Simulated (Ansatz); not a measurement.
# A hypothetical structure for GdGe2Os2, part 2 of 2

This structure for GdGe2Os2 is made up. Its elements were placed in a known structure type with a cell scaled to their sizes. What cell does the guess relax to, and how far off was it?

Ansatz 0.2.0; DFT, PBEsol, plane-wave PAW, default files, scalar-relativistic, ferromagnetic start, cell and ions relaxed at zero pressure (the session's first sound run).

So far: Starting point; Relaxation of the guess. The relaxed cell has a = 4.190, c = 10.011 Å (conventional setting).

### 3. Electronic structure of the relaxed cell

A second self-consistent run takes a narrower smearing and the mesh shown in its input; the bands follow along the standard path of the relaxed lattice.

This step: DFT, PBEsol, plane-wave PAW, default files, scalar-relativistic, ferromagnetic start, bands and density of states at the relaxed cell (Ansatz 0.2.0).

input.yaml reads:

```yaml
crystal:
  lattice:
    - [-2.0947584466, 2.0947584466, 5.0056677991]
    - [2.0947584466, -2.0947584466, 5.0056677991]
    - [2.0947584466, 2.0947584466, -5.0056677991]
  atoms:
    - { symbol: Os, position: [0.25, 0.75, 0.5] }
    - { symbol: Os, position: [0.75, 0.25, 0.5] }
    - { symbol: Gd, position: [0.0, 0.0, 0.0], spin: 7.0 }
    - { symbol: Ge, position: [0.6253100399, 0.6253100399, 0.0] }
    - { symbol: Ge, position: [0.3746899601, 0.3746899601, 0.0] }
magnetization:
  spin_polarized: true
kpoints:
  mp_grid: { grid: [10, 10, 10] }
  band_path:
    path:
      - [[0.0, 0.0, 0.0], [0.0, 0.0, 0.5], [-0.08756163, 0.08756163, 0.5], [-0.29378082, 0.29378082, 0.29378082], [0.0, 0.0, 0.0], [0.5, 0.5, -0.5], [0.29378082, 0.70621918, -0.29378082], [0.0, 0.5, 0.0], [0.25, 0.25, 0.25], [0.5, 0.5, -0.08756163], [0.5, 0.5, -0.5]]
      - [[0.0, 0.0, 0.5], [0.25, 0.25, 0.25]]
    npoints: 7
scf:
  occupations: { method: fermi_dirac, width: 0.03 }
  n_extra_bands: 13
hamiltonian:
  xc: pbesol
  pseudopotentials: { kind: paw }
output:
  forces: true
  stress: true
  write_bands: true
  dos: { projected: true }
  write_density: true
  write_potential: true
  elf: true
  volumetric_format: npy
```

Launch:

```sh
> ansatz run input.yaml --threads 4 --pin off --max-ram 10240MiB --backend cpu --events-out ev --progress --plain --runs-dir out
```

Numbers of over 12 decimals in the logs are rounded to 6 here.

Output:

```text
Gd: projections on atomic orbitals take those of the free atom [Kr 4d10] 4f7 5s2 5p6 5d1 6s2, of charge +0.00 (hamiltonian.pseudopotentials.projection_atoms); the dataset's partial waves leave at most 2.5e-4 of an orbital's norm unspanned inside its sphere
[...]
Crystal: 5 atoms, lattice volume = 87.860 Å³
Basis set: ecut = 420 eV, 1677 PW (Γ), exchange–correlation on 80×80×80 points (8 copies of the dense FFT grid, shifted against one another)
Bands: 52, of which v1, the nominal top of the filled ones, is band 39 counted from 1 (38 counted from 0)
Symmetry: 16 space group operations
[...]
k-points: 102 of 1000
[...]
Starting moments: Σ|m| = 7 μB on 1 of 5 sites
[...]
SCF iter   1: F=—  HF=-40240.053730 eV  |F-HF|=—  |Δ(HF+E_count)|=         —  Δρ=3.41e-2 (↑3.41e-2 ↓3.01e-2)  dr2=5.33e0  dr2_m=6.01e-2  M=6.817 μB ∫|m|=6.933 μB  β_m=0.30  ethr=3.10e-3  ⟨swp⟩=5.9  Hψ=34333  notcnv=0
[...]
SCF iter  12: F=-40239.076994 eV  HF=-40239.076994 eV  |F-HF|=2.44e-8  |Δ(HF+E_count)|=   6.16e-9  Δρ=5.24e-6 (↑9.69e-7 ↓5.24e-6)  dr2=3.00e-8  dr2_m=6.23e-9  M=7.044 μB ∫|m|=7.145 μB  ethr=1.07e-10  ⟨swp⟩=12.3  Hψ=72646  notcnv=0
SCF 1 converged in 12 iterations: F = -40239.076994 eV  dr2 = 3.00e-8
[...]
NSCF: frozen V_eff on 79 k-points
SCF converged after 12 iterations
Magnetization: 7.0438 μB (42.5219 up, 35.4781 down)
Absolute magnetization: 7.1448 μB (∫|ρ↑−ρ↓|, with the PAW one-centre terms)
[...]
Per-site moments (μB) at R_I (Å): [(-0.010166, 1.005883), (-0.010166, 1.005883), (6.971603, 1.327061), (-0.00514149, 1.005883), (-0.00514149, 1.005883)]
Free energy (F): -40239.076994 eV
[...]
Internal energy: -40239.068166 eV  (E = F + TS)
E sigma→0 (E₀):  -40239.072580 eV
Entropy (-TS):   -0.008828 eV (-1.766 meV/atom)
Fermi energy:    17.289839 eV
[...]
--- Forces (eV/Å), atoms counted from 1 ---
  atom   1  Os     0.00000000     0.00000000     0.00000000
  atom   2  Os     0.00000000    -0.00000000     0.00000000
  atom   3  Gd    -0.00000000     0.00000000     0.00000000
  atom   4  Ge     0.00000000    -0.00000000     0.02792331
  atom   5  Ge     0.00000000    -0.00000000    -0.02792331
  max |Σ_I F_I| component: 1.39e-17 eV/Å
--- Stress (GPa, compression-positive) ---
        0.081067       0.000000       0.000000
        0.000000       0.081067      -0.000000
        0.000000       0.000000      -0.190096
  P = ⅓ Tr σ = -0.0093 GPa (-0.093 kbar)
--- Band table (eV; the first three rows and the last of 204) ---
  k-point 0 ↑: bands = [... 35 lower, 14.6616, 15.4465, 15.4465, 16.2934, 16.3501, 16.7677, 16.7772, 16.7772, ... 9 higher]
  k-point 1 ↑: bands = [... 35 lower, 14.4174, 14.7962, 15.8177, 16.2815, 16.3896, 16.6870, 16.8035, 16.8582, ... 9 higher]
  k-point 2 ↑: bands = [... 35 lower, 13.9191, 14.2293, 16.1285, 16.1500, 16.2902, 16.5935, 16.6612, 16.7659, ... 9 higher]
  k-point 101 ↓: bands = [... 35 lower, 18.0868, 18.1032, 18.1356, 18.1356, 18.1928, 18.2784, 18.5217, 18.5217, ... 9 higher]
```

Elapsed: 11 s, on 4 threads of AMD EPYC 9R45 (Zen 5), shared host; peak memory 1 GiB.

In the SCF lines HF is the Harris–Foulkes energy and dr2 the Hartree energy of the density residual, in eV; the loop may stop once dr2 is under the threshold and the program's other checks hold. Hψ counts applications of the Hamiltonian.

This step gave:

- free energy: -40239.0770 eV
- energy at zero smearing: -40239.0726 eV
- smearing term TS: 0.008828 eV
- magnetization: 7.044 μB
- absolute magnetization: 7.145 μB
- site moments: -0.01017, -0.01017, 6.972, -0.005141, -0.005141 μB
- pressure: -0.009321 GPa

bands.tsv at the labelled points (eV, zero at the Fermi level; the bands that come nearest the Fermi level along the path):

| point | band_40_up | band_41_up | band_42_up | band_43_up | band_33_dn | band_34_dn | band_35_dn | band_36_dn |
| --- | --- | --- | --- | --- | --- | --- | --- | --- |
| Γ | -0.52 | -0.51 | -0.51 | 0.48 | -0.32 | -0.32 | -0.01 | 0.49 |
| X | -0.96 | -0.65 | -0.29 | -0.14 | -0.72 | -0.53 | -0.28 | -0.26 |
| Y | -1.24 | -0.32 | -0.31 | 0.41 | -1.12 | -0.32 | -0.24 | 0.32 |
| S | -1.40 | -1.30 | 0.86 | 1.12 | -1.48 | -1.29 | 0.30 | 0.68 |
| Γ | -0.52 | -0.51 | -0.51 | 0.48 | -0.32 | -0.32 | -0.01 | 0.49 |
| Z | 0.49 | 0.49 | 0.52 | 2.16 | 0.25 | 0.46 | 0.80 | 0.81 |
| S1 | -1.40 | -1.30 | 0.86 | 1.12 | -1.48 | -1.29 | 0.30 | 0.68 |
| N | -1.57 | -0.92 | -0.52 | 0.79 | -1.60 | -1.10 | -0.30 | 0.67 |
| P | -0.84 | -0.84 | -0.27 | -0.16 | -0.65 | -0.65 | -0.28 | -0.26 |
| Y1 | -1.24 | -0.32 | -0.31 | 0.41 | -1.12 | -0.32 | -0.24 | 0.32 |
| Z | 0.49 | 0.49 | 0.52 | 2.16 | 0.25 | 0.46 | 0.80 | 0.81 |
| X | -0.96 | -0.65 | -0.29 | -0.14 | -0.72 | -0.53 | -0.28 | -0.26 |
| P | -0.84 | -0.84 | -0.27 | -0.16 | -0.65 | -0.65 | -0.28 | -0.26 |

Spin density in the ac plane of the conventional cell at fractional y = 0.000, with atoms of Os and Gd and Ge within 0.2 Å of it.

Ten even steps from '_' (0 e/Å³) to '@' (12 e/Å³), each cell a mean:
```
##--____________________..++
..__________________________
____________________________
____________________________
____________________________
____________________________
____________________________
____________________________
____________________________
____________________________
____________________________
____________________________
____________________________
____________________________
____________________________
____________________________
____________________________
____________________________
____________________________
____________________________
____________________________
____________________________
::..______________________::
@@++..__________________::##
```
Columns run along a (4.2 Å), rows up along c (10.0 Å), edges of the conventional cell, whose origin can differ from the input's. Atoms in or near the plane, at fractional coordinates: Os at (0.50, 0.25), Os at (0.50, 0.75), Gd at (0.00, 0.00), Ge at (0.00, 0.63), Ge at (0.00, 0.37).

Electrostatic potential energy in the ac plane of the conventional cell at fractional y = 0.000, with atoms of Os and Gd and Ge within 0.2 Å of it. With pseudopotentials it is smooth inside the atoms' cores, unlike the true potential.

Ten even steps from '0' (-37 eV) to '9' (20 eV), each cell a mean:
```
01368999997420
23589999998743
78899999999987
99999866789999
99996311258999
99984100026999
78885100037887
34687532468754
12479988898632
23589999999642
55799999999865
88999999999998
77899999999987
34689999999754
12479999998632
23578866788642
55786311257865
89984100026898
99985100037999
99997532468999
99999988899999
56899999999876
12479999998632
01258999997410
```
Columns run along a (4.2 Å; values clipped at the 3rd and 97th percentile), rows up along c (10.0 Å), edges of the conventional cell, whose origin can differ from the input's. Atoms in or near the plane, at fractional coordinates: Os at (0.50, 0.25), Os at (0.50, 0.75), Gd at (0.00, 0.00), Ge at (0.00, 0.63), Ge at (0.00, 0.37).

Valence density in the ac plane of the conventional cell at fractional y = 0.000, with atoms of Os and Gd and Ge within 0.2 Å of it. It is the smooth field of the valence electrons, not physical close to the nuclei.

Values in e/Å³, 24 rows by 14 columns, each cell a mean:
```
10  7  3  1  0  0  0  0  0  0  0  1  5  9
 3  2  1  0  0  0  0  0  0  0  0  1  2  3
 0  0  0  0  0  0  0  0  0  0  0  0  0  0
 0  0  0  0  0  1  1  1  1  0  0  0  0  0
 0  0  0  0  1  3  5  5  4  2  1  0  0  0
 0  0  0  1  2  5  8  8  7  3  1  0  0  0
 0  0  0  1  2  4  7  7  6  3  1  0  0  0
 4  2  1  1  1  2  3  3  2  1  1  1  1  3
38 11  2  1  0  0  0  1  0  0  0  1  4 23
22  7  1  0  0  0  0  0  0  0  0  1  3 14
 1  1  0  0  0  0  0  0  0  0  0  0  1  1
 0  0  0  0  0  0  0  0  0  0  0  0  0  0
 1  0  0  0  0  0  0  0  0  0  0  0  0  1
 4  2  1  0  0  0  0  0  0  0  0  0  1  3
37 11  2  0  0  0  0  0  0  0  0  1  4 23
23  7  1  1  1  1  1  1  1  1  1  1  3 14
 1  1  1  1  1  3  5  5  4  2  1  1  1  1
 0  0  0  1  2  5  8  8  7  3  1  0  0  0
 0  0  0  0  1  4  7  7  6  3  1  0  0  0
 0  0  0  0  1  1  3  3  2  1  0  0  0  0
 0  0  0  0  0  0  0  1  0  0  0  0  0  0
 1  1  0  0  0  0  0  0  0  0  0  0  1  1
 6  4  2  1  0  0  0  0  0  0  0  1  3  5
12  9  4  1  0  0  0  0  0  0  0  2  6 11
```
Columns run along a (4.2 Å), rows up along c (10.0 Å), edges of the conventional cell, whose origin can differ from the input's. Atoms in or near the plane, at fractional coordinates: Os at (0.50, 0.25), Os at (0.50, 0.75), Gd at (0.00, 0.00), Ge at (0.00, 0.63), Ge at (0.00, 0.37).

### 4. Summary of results

- space group, relaxed: I4/mmm
- conventional cell: a = 4.190, b = 4.190, c = 10.011 Å; α = 90.0°, β = 90.0°, γ = 90.0°
- volume per atom: 17.57 Å³ (guess 17.94)
- total moment: 7.04 μB in the cell of 5 atoms

What this shows: GdGe2Os2 relaxes to I4/mmm with a = 4.190, b = 4.190 and c = 10.011 Å. The guessed volume was 2 % too large. The space group I4/mmm was held in the relaxation, so the end point is a stationary structure within it and may be a saddle against distortions or other arrangements. The input starts from parallel moments, and no other start was typed. The f shell may be open and has no Hubbard U, so its place in energy and the volume are uncertain. Bands cross the Fermi level, so it is a metal or semimetal at this level. On the 10×10×10 mesh with the narrower smearing (relaxed on 9×9×9) the largest force component is 0.028 eV/Å and the largest stress component is 0.190 GPa, against the relaxation's thresholds of 0.015 eV/Å and 0.05 GPa. The cutoff wasn't tested. Spin-orbit coupling is left out, which can matter for elements this heavy. No dispersion term is used, so weakly bound directions may come out too long. Nothing here tests whether the compound is stable against decomposition.

[Logs are printed without paths, hosts, clocks, repeated set-up lines and the standing remarks that a program may print on its own settings, such as how far it seeks lower states.]

[Hosts, paths, dates, database ids (printed as entryN), source tags and the programs' standing remarks are cut or masked in the printed files.]
